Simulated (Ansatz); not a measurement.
System: RbSb4F13 (I4/m).

It takes space group I4/m (No. 87, tetragonal). Conventional cell: a = 9.635 Å, b = 9.635 Å, c = 6.563 Å, α = 90.00°, β = 90.00°, γ = 90.00°. Rb has 10 F at 2.92 to 3.28 Å nearest. Nearest to Sb lie 3 F at 1.97 to 2.00 Å. Nearest to F lie 4 Sb at 2.67 Å and 8 F at 2.71 Å and 2 Rb at 3.28 Å. F has 1 Sb at 2.00 Å nearest. Nearest to F lie 2 Sb at 1.97 to 2.90 Å and 1 Rb at 2.92 Å. Farther neighbours and most contacts between anions are not listed.

```xyz
18
Lattice="-4.8175 4.8175 3.2815 4.8175 -4.8175 3.2815 4.8175 4.8175 -3.2815" Properties=species:S:1:pos:R:3 pbc="T T T"
Rb    0.0000    0.0000    3.2815
Sb    2.6698    0.0616    0.0000
Sb    4.7559   -2.1477    3.2815
Sb    2.1477    4.7559    3.2815
Sb    0.0616    6.9652    0.0000
F     0.0000    0.0000    0.0000
F     3.6286    0.5924    3.2815
F    -0.5924    3.6286    3.2815
F     1.1889    4.2251    0.0000
F     5.4099    1.1889    0.0000
F     1.0845    2.0058    1.4565
F     2.8117    5.9020   -1.8250
F     3.7330    2.8117   -1.8250
F     2.0058   -1.0845    1.4565
F     3.7330    2.8117    1.8250
F     2.0058   -1.0845    5.1065
F     1.0845    2.0058    5.1065
F     2.8117    5.9020    1.8250
```

Geometry: measured cell, ions relaxed with PBE. The runs that relaxed it are not among those shown. Spin-orbit coupling is left out unless a run names it.

Gaps computed with Ansatz 0.2.0 without a self-energy: PBE 4.74 eV, PBE+SOC 4.70 eV and HSE06 6.04 eV.

Q: What gap should G0W0 on PBE give (4×4×4 mesh, 1025 empty bands, screening to 130 eV, PAW set soft_1 files)?

About 7.30 eV: on its mesh the run moves the gap from 4.76 eV by +2.57 eV, and the mesh misses the edges by 0.02 eV. Among the scalar-relativistic levels given, HSE06 is nearest (−1.26 eV). Spin-orbit coupling is not in that value; its −0.04 eV at the PBE level would bring it to about 7.26 eV. Bands and cutoff are finite, so the gap is not at the basis limit. The miss can reach some tenths of an eV and take either sign; the mesh is an error of its own. The many-body steps are scalar-relativistic: spin-orbit coupling is not in them.

[Paths, hosts, dates, memory and timing lines, banners, echoed tables and standing remarks are left out of the program output.]

[Logs are printed without paths, hosts, clocks, repeated set-up lines and the standing remarks that a program may print on its own settings, such as how far it seeks lower states.]

[Runs of the session that timed out or met a known fault of the program may be left out.]

[Cells called generated may have been cut or substituted from an entry of the Crystallography Open Database or the Materials Project.]

[Hosts, paths, dates, database ids (printed as entryN), source tags and the programs' standing remarks are cut or masked in the printed files.]
